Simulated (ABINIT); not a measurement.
# Quasiparticle gap of Cl (Cmce) in ABINIT, part 2 of 3

Aim: the G0W0 gap of Cl (Cmce) on PBE, step by step.

ABINIT 10.8.3; PBE and many-body steps on it, plane waves. Known limits of the many-body steps: not at the basis limit; coarse k mesh.

So far. Step 2 (Ground state): The gap is indirect, with the least direct gap 0.06 eV higher.

### Step 3. Bands along the symmetry lines

Level of this step: DFT, PBE, plane waves, norm-conserving pseudopotentials (ABINIT).

Levels along a band path, at the cheap level, show where the edges lie and whether the meshes to come will hold them.

run.abi

```
acell 3*1.0 Angstrom
rprim 
  3.145000000000 -2.250000000000 0.000000000000
  3.145000000000 2.250000000000 0.000000000000
  0.000000000000 0.000000000000 8.210000000000
ntypat 1
znucl 17
natom 4
typat 1 1 1 1
xred 
  0.870000000000 0.130000000000 0.100000000000
  0.630000000000 0.370000000000 0.600000000000
  0.130000000000 0.870000000000 0.900000000000
  0.370000000000 0.630000000000 0.400000000000
pp_dirpath "pseudos"
pseudos "Cl.upf"
ecut 25
iscf -2
irdden 1
kptopt 0
nkpt 92
kpt 
  0.00000000 0.00000000 0.00000000
  0.06250000 0.06250000 0.00000000
  0.12500000 0.12500000 0.00000000
  0.18750000 0.18750000 0.00000000
  0.25000000 0.25000000 0.00000000
  0.31250000 0.31250000 0.00000000
  0.37500000 0.37500000 0.00000000
  0.43750000 0.43750000 0.00000000
  0.50000000 0.50000000 0.00000000
  0.48474461 0.51525539 0.00000000
  0.46948923 0.53051077 0.00000000
  0.45423384 0.54576616 0.00000000
  0.43897845 0.56102155 0.00000000
  0.42372307 0.57627693 0.00000000
  0.40846768 0.59153232 0.00000000
  0.39321230 0.60678770 0.00000000
  0.37795691 0.62204309 0.00000000
  -0.37795691 0.37795691 0.00000000
  -0.33071230 0.33071230 0.00000000
  -0.28346768 0.28346768 0.00000000
  -0.23622307 0.23622307 0.00000000
  -0.18897845 0.18897845 0.00000000
  -0.14173384 0.14173384 0.00000000
  -0.09448923 0.09448923 0.00000000
  -0.04724461 0.04724461 0.00000000
  0.00000000 0.00000000 0.00000000
  0.00000000 0.00000000 0.06250000
  0.00000000 0.00000000 0.12500000
  0.00000000 0.00000000 0.18750000
  0.00000000 0.00000000 0.25000000
  0.00000000 0.00000000 0.31250000
  0.00000000 0.00000000 0.37500000
  0.00000000 0.00000000 0.43750000
  0.00000000 0.00000000 0.50000000
  -0.04724461 0.04724461 0.50000000
  -0.09448923 0.09448923 0.50000000
  -0.14173384 0.14173384 0.50000000
  -0.18897845 0.18897845 0.50000000
  -0.23622307 0.23622307 0.50000000
  -0.28346768 0.28346768 0.50000000
  -0.33071230 0.33071230 0.50000000
  -0.37795691 0.37795691 0.50000000
  0.37795691 0.62204309 0.50000000
  0.39321230 0.60678770 0.50000000
  0.40846768 0.59153232 0.50000000
  0.42372307 0.57627693 0.50000000
  0.43897845 0.56102155 0.50000000
  0.45423384 0.54576616 0.50000000
  0.46948923 0.53051077 0.50000000
  0.48474461 0.51525539 0.50000000
  0.50000000 0.50000000 0.50000000
  0.50000000 0.50000000 0.43750000
  0.50000000 0.50000000 0.37500000
  0.50000000 0.50000000 0.31250000
  0.50000000 0.50000000 0.25000000
  0.50000000 0.50000000 0.18750000
  0.50000000 0.50000000 0.12500000
  0.50000000 0.50000000 0.06250000
  0.50000000 0.50000000 0.00000000
  0.00000000 0.00000000 0.00000000
  0.00000000 0.06250000 0.00000000
  0.00000000 0.12500000 0.00000000
  0.00000000 0.18750000 0.00000000
  0.00000000 0.25000000 0.00000000
  0.00000000 0.31250000 0.00000000
  0.00000000 0.37500000 0.00000000
  0.00000000 0.43750000 0.00000000
  0.00000000 0.50000000 0.00000000
  0.00000000 0.50000000 0.06250000
  0.00000000 0.50000000 0.12500000
  0.00000000 0.50000000 0.18750000
  0.00000000 0.50000000 0.25000000
  0.00000000 0.50000000 0.31250000
  0.00000000 0.50000000 0.37500000
  0.00000000 0.50000000 0.43750000
  0.00000000 0.50000000 0.50000000
  0.00000000 0.43750000 0.50000000
  0.00000000 0.37500000 0.50000000
  0.00000000 0.31250000 0.50000000
  0.00000000 0.25000000 0.50000000
  0.00000000 0.18750000 0.50000000
  0.00000000 0.12500000 0.50000000
  0.00000000 0.06250000 0.50000000
  0.00000000 0.00000000 0.50000000
  0.06250000 0.06250000 0.50000000
  0.12500000 0.12500000 0.50000000
  0.18750000 0.18750000 0.50000000
  0.25000000 0.25000000 0.50000000
  0.31250000 0.31250000 0.50000000
  0.37500000 0.37500000 0.50000000
  0.43750000 0.43750000 0.50000000
  0.50000000 0.50000000 0.50000000
istwfk *1
nband 21
nbdbuf 2
tolwfr 1e-08
nstep 40
prtwf 0
prtvol 0
indata_prefix "in"
outdata_prefix "out"
tmpdata_prefix "tmp"
```

On the command line:

```sh
$ OMP_NUM_THREADS=1 mpirun -n 4 abinit run.abi > log
```

Numbers of over 12 decimals in the logs are rounded to 6 here.

Log:

```text
.Version 10.8.3 of ABINIT. v10.8.2 released Aug 2026.

 Symmetries : space group Cm c a (# 64); Bravais oC (1-face-center ortho.)
[... echo of the input left out ...]
== DATASET  1 ==================================================================
-   mpi_nproc: 4, omp_nthreads: 1 (-1 if OMP is not activated)

--- !DatasetInfo
iteration_state: {dtset: 1, }
dimensions: {natom: 4, nkpt: 92, mband: 21, nsppol: 1, nspinor: 1, nspden: 1, mpw: 4726, }
cutoff_energies: {ecut:  25.0, pawecutdg:  -1.0, }
electrons: {nelect:   2.80000000E+01, charge:   0.00000000E+00, occopt:   1.00000000E+00, tsmear:   1.00000000E-02, }

 Real(R)+Recip(G) space primitive vectors, cartesian coordinates (Bohr,Bohr^-1):
 R(1)=  5.9431887 -4.2518838  0.0000000  G(1)=  0.0841299 -0.1175949  0.0000000
 R(2)=  5.9431887  4.2518838  0.0000000  G(2)=  0.0841299  0.1175949  0.0000000
 R(3)=  0.0000000  0.0000000 15.5146515  G(3)=  0.0000000  0.0000000  0.0644552
 Unit cell volume ucvol=  7.8410265E+02 bohr^3
 Angles (23,13,12)=  9.00000000E+01  9.00000000E+01  7.11614758E+01 degrees

 getcut: wavevector=  0.0000  0.0000  0.0000  ngfft=  36  36  72
         ecut(hartree)=     25.000   => boxcut(ratio)=   2.06184

--- Pseudopotential description ------------------------------------------------
- Cl Generated using ONCVPSP code by D. R. Hamann
- 17.00000   7.00000  171031                  znucl, zion, pspdat
12 -101130 2 -1 1028                          pspcod,pspxc,lmax,lloc,mmax
     nproj     2     2     2
  pspatm : epsatm=    9.12776517
         --- l  ekb(1:nproj) -->
             0    8.139296    0.698720
             1    3.821713    1.107519
             2   -2.938609   -0.805455
 pspatm: atomic psp has been read  and splines computed

--------------------------------------------------------------------------------

================================================================================
 prteigrs : about to open file out_EIG
 Non-SCF case, kpt    1 (  0.00000  0.00000  0.00000), residuals and eigenvalues=
  9.10E-09  4.36E-09  3.03E-09  2.84E-09  2.33E-09  3.46E-09  6.47E-09  4.11E-09
  2.64E-09  3.58E-09  8.63E-09  6.28E-09  3.92E-09  5.99E-09  2.47E-09  8.22E-09
  9.45E-09  7.05E-09  9.02E-09  1.59E-05  1.13E-05
 -6.4091E-01 -6.3353E-01 -4.9406E-01 -4.7435E-01 -2.2600E-01 -1.9657E-01
 -1.2661E-01 -1.2203E-01 -1.0941E-01 -1.0909E-01 -5.6008E-02 -4.5071E-02
 -3.5652E-02 -3.2335E-02  6.0461E-02  8.1125E-02  2.2390E-01  2.4601E-01
[...]
Non-SCF case, kpt    2 (  0.06250  0.06250  0.00000), residuals and eigenvalues=
  8.20E-09  9.68E-09  3.71E-09  9.17E-09  7.66E-09  2.11E-09  3.67E-09  3.61E-09
[...]
5.04E-09  8.87E-09  9.11E-09  2.42E-05  3.23E-05
[...]
Non-SCF case, kpt    3 (  0.12500  0.12500  0.00000), residuals and eigenvalues=
[...]
2.71E-09  8.35E-09  2.97E-09  8.64E-06  3.91E-04
[...]
Non-SCF case, kpt   91 (  0.43750  0.43750  0.50000), residuals and eigenvalues=
[...]
Non-SCF case, kpt   92 (  0.50000  0.50000  0.50000), residuals and eigenvalues=
[...]
-1.6293E-01 -1.6293E-01 -1.3168E-01 -1.3168E-01 -5.6040E-02 -5.6040E-02
 -4.7061E-02 -4.7061E-02  6.4366E-02  6.4366E-02  2.9807E-01  2.9807E-01
[...]
--- !ResultsGS
iteration_state: {dtset: 1, }
comment   : Summary of ground state results
lattice_vectors:
- [  5.9431887,  -4.2518838,   0.0000000, ]
- [  5.9431887,   4.2518838,   0.0000000, ]
- [  0.0000000,   0.0000000,  15.5146515, ]
lattice_lengths: [   7.30753,    7.30753,   15.51465, ]
lattice_angles: [ 90.000,  90.000,  71.161, ] # degrees, (23, 13, 12)
lattice_volume:   7.8410265E+02
convergence: {deltae:  0.000E+00, res2:  0.000E+00, residm:  9.980E-09, diffor:  0.000E+00, }
etotal    :  -6.55896272E+01
entropy   :   0.00000000E+00
fermie    :  -3.02756789E-02
cartesian_stress_tensor: null
pressure_GPa: null
xred      :
- [  8.7000E-01,   1.3000E-01,   1.0000E-01, Cl]
- [  6.3000E-01,   3.7000E-01,   6.0000E-01, Cl]
- [  1.3000E-01,   8.7000E-01,   9.0000E-01, Cl]
- [  3.7000E-01,   6.3000E-01,   4.0000E-01, Cl]
cartesian_forces: null
force_length_stats: {min: null, max: null, mean: null, }

 Integrated electronic density in atomic spheres:
 ------------------------------------------------
 Atom  Sphere_radius  Integrated_density
[...]
================================================================================

 ----iterations are completed or convergence reached----

 Mean square residual over all n,k,spin=   54.933E-10; max=  99.800E-10
 reduced coordinates (array xred) for    4 atoms
[...]
0.130000000000      0.870000000000      0.900000000000
       0.370000000000      0.630000000000      0.400000000000

 cartesian coordinates (angstrom) at end:
    1      3.145000    -1.665000     0.821000
    2      3.145000    -0.585000     4.926000
    3      3.145000     1.665000     7.389000
    4      3.145000     0.585000     3.284000
 length scales=  1.889726125908  1.889726125908  1.889726125908 bohr
              =  1.000000000000  1.000000000000  1.000000000000 angstroms
 prteigrs : about to open file out_EIG
 Eigenvalues (hartree) for nkpt=  92  k points:
 kpt#   1, nband= 21, wtk=  1.00000, kpt=  0.0000  0.0000  0.0000 (reduced coord)
[...]
kpt#   2, nband= 21, wtk=  1.00000, kpt=  0.0625  0.0625  0.0000 (reduced coord)
[...]
kpt#   3, nband= 21, wtk=  1.00000, kpt=  0.1250  0.1250  0.0000 (reduced coord)
[...]
kpt#  91, nband= 21, wtk=  1.00000, kpt=  0.4375  0.4375  0.5000 (reduced coord)
[...]
0.29925    0.29925    0.33074    0.33075    0.34904
 kpt#  92, nband= 21, wtk=  1.00000, kpt=  0.5000  0.5000  0.5000 (reduced coord)
  -0.62997   -0.62997   -0.48167   -0.48167   -0.21248   -0.21248   -0.16293   -0.16293
  -0.13168   -0.13168   -0.05604   -0.05604   -0.04706   -0.04706    0.06437    0.06437
   0.29807    0.29807    0.33103    0.33104    0.34782

== END DATASET(S) ==============================================================
================================================================================

 -outvars: echo values of variables after computation  --------
            nband          21
             nkpt          92
          spgroup          64
 [... the other variables as echoed above ...]

 Calculation completed.
```

It took 1.7 min on 4 MPI ranks of AMD EPYC 7571, shared host; peak memory 0.43 GiB; 6.8 min of CPU time.

This step gave:

```yaml
gap: 2.457 eV
k_of_the_valence_top: 0.5, 0.5, 0
k_of_the_conduction_bottom: -0.0945, 0.0945, 0
least_direct_gap: 2.515 eV
```

The gap is 2.457 eV, −0.012 eV from the run before at this level.

Electronic bands along the path, in eV, zero at the top of the highest filled band:

```
     point  band 11  band 12  band 13  band 14  band 15  band 16  band 17  band 18
         Γ    -0.70    -0.40    -0.15    -0.06     2.47     3.03     6.92     7.52
   halfway    -0.71    -0.45    -0.37    -0.07     2.55     2.88     8.41     8.55
         Y    -0.96    -0.89    -0.36     0.00     2.55     2.74     8.58     8.67
   halfway    -0.93    -0.81    -0.31     0.00     2.55     2.75     8.37     8.91
        F0    -0.84    -0.66    -0.21    -0.01     2.60     2.78     8.52     9.16
jump to Δ0    -0.84    -0.66    -0.21    -0.01     2.60     2.78     8.52     9.16
   halfway    -0.40    -0.30    -0.24    -0.05     2.64     2.98     8.22     8.70
         Γ    -0.70    -0.40    -0.15    -0.06     2.47     3.03     6.92     7.52
   halfway    -0.70    -0.49    -0.13    -0.07     2.51     2.91     7.11     7.57
         Z    -0.64    -0.64    -0.10    -0.10     2.67     2.67     7.46     7.46
   halfway    -0.22    -0.22    -0.14    -0.14     2.77     2.77     8.31     8.31
        B0    -0.41    -0.41    -0.40    -0.40     2.68     2.68     9.21     9.21
jump to G0    -0.41    -0.41    -0.40    -0.40     2.68     2.68     9.21     9.21
   halfway    -0.61    -0.61    -0.44    -0.44     2.61     2.61     8.99     8.99
         T    -0.70    -0.70    -0.46    -0.46     2.58     2.58     8.93     8.93
   halfway    -0.85    -0.80    -0.47    -0.13     2.54     2.68     8.67     8.79
         Y    -0.96    -0.89    -0.36     0.00     2.55     2.74     8.58     8.67
 jump to Γ    -0.70    -0.40    -0.15    -0.06     2.47     3.03     6.92     7.52
   halfway    -0.42    -0.30    -0.25    -0.15     2.54     2.97     7.90     8.17
         S    -0.51    -0.51    -0.15    -0.15     2.85     2.85     8.30     8.30
   halfway    -0.46    -0.46    -0.09    -0.09     2.80     2.80     8.40     8.40
         R    -0.43    -0.43     0.00     0.00     2.75     2.75     8.52     8.52
   halfway    -0.39    -0.39    -0.16    -0.16     2.75     2.75     8.05     8.05
         Z    -0.64    -0.64    -0.10    -0.10     2.67     2.67     7.46     7.46
   halfway    -0.71    -0.71    -0.18    -0.18     2.66     2.66     8.76     8.76
         T    -0.70    -0.70    -0.46    -0.46     2.58     2.58     8.93     8.93
```

### Step 4. Empty states on the mesh, 4×4×2 mesh, 111 bands

The sums over transitions need many empty states on a uniform mesh; this step solves for them.

run.abi

```
acell 3*1.0 Angstrom
rprim 
  3.145000000000 -2.250000000000 0.000000000000
  3.145000000000 2.250000000000 0.000000000000
  0.000000000000 0.000000000000 8.210000000000
ntypat 1
znucl 17
natom 4
typat 1 1 1 1
xred 
  0.870000000000 0.130000000000 0.100000000000
  0.630000000000 0.370000000000 0.600000000000
  0.130000000000 0.870000000000 0.900000000000
  0.370000000000 0.630000000000 0.400000000000
pp_dirpath "pseudos"
pseudos "Cl.upf"
ecut 25
ngkpt 4 4 2
nshiftk 1
shiftk 0 0 0
kptopt 1
chksymbreak 0
iscf -2
irdden 1
istwfk *1
nband 111
nbdbuf 10
tolwfr 1e-09
nstep 60
prtvol 0
indata_prefix "in"
outdata_prefix "out"
tmpdata_prefix "tmp"
```

Log:

```text
.Version 10.8.3 of ABINIT. v10.8.2 released Aug 2026.

 Symmetries : space group Cm c a (# 64); Bravais oC (1-face-center ortho.)
[... echo of the input left out ...]
== DATASET  1 ==================================================================
-   mpi_nproc: 4, omp_nthreads: 1 (-1 if OMP is not activated)

--- !DatasetInfo
iteration_state: {dtset: 1, }
dimensions: {natom: 4, nkpt: 14, mband: 111, nsppol: 1, nspinor: 1, nspden: 1, mpw: 4726, }
cutoff_energies: {ecut:  25.0, pawecutdg:  -1.0, }
electrons: {nelect:   2.80000000E+01, charge:   0.00000000E+00, occopt:   1.00000000E+00, tsmear:   1.00000000E-02, }

 Real(R)+Recip(G) space primitive vectors, cartesian coordinates (Bohr,Bohr^-1):
 R(1)=  5.9431887 -4.2518838  0.0000000  G(1)=  0.0841299 -0.1175949  0.0000000
 R(2)=  5.9431887  4.2518838  0.0000000  G(2)=  0.0841299  0.1175949  0.0000000
 R(3)=  0.0000000  0.0000000 15.5146515  G(3)=  0.0000000  0.0000000  0.0644552
 Unit cell volume ucvol=  7.8410265E+02 bohr^3
 Angles (23,13,12)=  9.00000000E+01  9.00000000E+01  7.11614758E+01 degrees

 getcut: wavevector=  0.0000  0.0000  0.0000  ngfft=  36  36  72
         ecut(hartree)=     25.000   => boxcut(ratio)=   2.06184

--- Pseudopotential description ------------------------------------------------
- Cl Generated using ONCVPSP code by D. R. Hamann
- 17.00000   7.00000  171031                  znucl, zion, pspdat
12 -101130 2 -1 1028                          pspcod,pspxc,lmax,lloc,mmax
     nproj     2     2     2
  pspatm : epsatm=    9.12776517
         --- l  ekb(1:nproj) -->
             0    8.139296    0.698720
             1    3.821713    1.107519
             2   -2.938609   -0.805455
 pspatm: atomic psp has been read  and splines computed

--------------------------------------------------------------------------------

================================================================================
 prteigrs : about to open file out_EIG
 Non-SCF case, kpt    1 (  0.00000  0.00000  0.00000), residuals and eigenvalues=
  9.51E-11  2.00E-10  1.90E-10  1.32E-10  2.30E-10  2.26E-10  2.02E-10  3.20E-10
  1.86E-10  2.96E-10  2.16E-10  2.88E-10  4.43E-10  2.40E-10  3.89E-10  4.08E-10
  3.17E-11  1.21E-10  6.69E-11  1.24E-10  9.34E-11  5.35E-10  2.16E-10  1.89E-10
[...]
1.62E-08  1.27E-08  4.82E-07  4.48E-07  6.42E-06  6.97E-06  2.20E-04
 -6.4091E-01 -6.3353E-01 -4.9406E-01 -4.7435E-01 -2.2600E-01 -1.9657E-01
 -1.2661E-01 -1.2203E-01 -1.0941E-01 -1.0909E-01 -5.6008E-02 -4.5071E-02
 -3.5652E-02 -3.2335E-02  6.0461E-02  8.1125E-02  2.2390E-01  2.4601E-01
[...]
1.5890E+00  1.5900E+00  1.5990E+00  1.5992E+00  1.6004E+00  1.6006E+00
  1.6368E+00  1.6396E+00  1.6431E+00  1.6524E+00  1.6789E+00  1.6837E+00
[...]
prteigrs : prtvol=0 or 1, do not print more k-points.

--- !ResultsGS
iteration_state: {dtset: 1, }
comment   : Summary of ground state results
lattice_vectors:
- [  5.9431887,  -4.2518838,   0.0000000, ]
- [  5.9431887,   4.2518838,   0.0000000, ]
- [  0.0000000,   0.0000000,  15.5146515, ]
lattice_lengths: [   7.30753,    7.30753,   15.51465, ]
lattice_angles: [ 90.000,  90.000,  71.161, ] # degrees, (23, 13, 12)
lattice_volume:   7.8410265E+02
convergence: {deltae:  0.000E+00, res2:  0.000E+00, residm:  9.948E-10, diffor:  0.000E+00, }
etotal    :  -6.55896272E+01
entropy   :   0.00000000E+00
fermie    :  -3.02756789E-02
cartesian_stress_tensor: null
pressure_GPa: null
xred      :
- [  8.7000E-01,   1.3000E-01,   1.0000E-01, Cl]
- [  6.3000E-01,   3.7000E-01,   6.0000E-01, Cl]
- [  1.3000E-01,   8.7000E-01,   9.0000E-01, Cl]
- [  3.7000E-01,   6.3000E-01,   4.0000E-01, Cl]
cartesian_forces: null
force_length_stats: {min: null, max: null, mean: null, }

 Integrated electronic density in atomic spheres:
 ------------------------------------------------
 Atom  Sphere_radius  Integrated_density
[...]
================================================================================

 ----iterations are completed or convergence reached----

 Mean square residual over all n,k,spin=   39.577E-11; max=  99.478E-11
 reduced coordinates (array xred) for    4 atoms
[...]
0.130000000000      0.870000000000      0.900000000000
       0.370000000000      0.630000000000      0.400000000000

 cartesian coordinates (angstrom) at end:
    1      3.145000    -1.665000     0.821000
    2      3.145000    -0.585000     4.926000
    3      3.145000     1.665000     7.389000
    4      3.145000     0.585000     3.284000
 length scales=  1.889726125908  1.889726125908  1.889726125908 bohr
              =  1.000000000000  1.000000000000  1.000000000000 angstroms
 prteigrs : about to open file out_EIG
 Eigenvalues (hartree) for nkpt=  14  k points:
 kpt#   1, nband=111, wtk=  0.03125, kpt=  0.0000  0.0000  0.0000 (reduced coord)
[...]
1.48100    1.53866    1.54060    1.54433    1.55707    1.56311    1.56991    1.57106
   1.58904    1.58996    1.59901    1.59923    1.60042    1.60063    1.63677    1.63964
   1.64306    1.65242    1.67894    1.68372    1.70064    1.70793    1.71910
 prteigrs : prtvol=0 or 1, do not print more k-points.

== END DATASET(S) ==============================================================
================================================================================

 -outvars: echo values of variables after computation  --------
            nband         111
             nkpt          14
          spgroup          64
 [... the other variables as echoed above ...]

 Calculation completed.
```

Run time: 4.1 min. Hardware: 4 MPI ranks; peak memory 0.42 GiB.

Numbers from this step:

- gap: 2.469 eV
- k of the valence top: 0.5, 0.5, 0
- k of the conduction bottom: 0, 0, 0
- least direct gap: 2.525 eV
- k points computed: 14
- lowest point of the top converged band, above the valence top: 43.76 eV

On this mesh the gap is 2.469 eV.

(Part 2 of 3 ends here.)

[Paths, hosts, dates, memory and timing lines, banners, echoed tables and standing remarks are left out of the program output.]

[Logs are printed without paths, hosts, clocks, repeated set-up lines and the standing remarks that a program may print on its own settings, such as how far it seeks lower states.]

[Runs of the session that timed out or met a known fault of the program may be left out.]

[Hosts, paths, dates, database ids (printed as entryN), source tags and the programs' standing remarks are cut or masked in the printed files.]

[G0W0 gaps are taken among the corrected bands and points alone; a level outside them can change the order at an edge.]

[Where Ansatz stands beside ABINIT at settings called matched, ABINIT's density can come from a denser mesh and the files from another edition; pairs whose starting gaps differed by over 0.03 eV were left out, so agreement reads better than it is.]
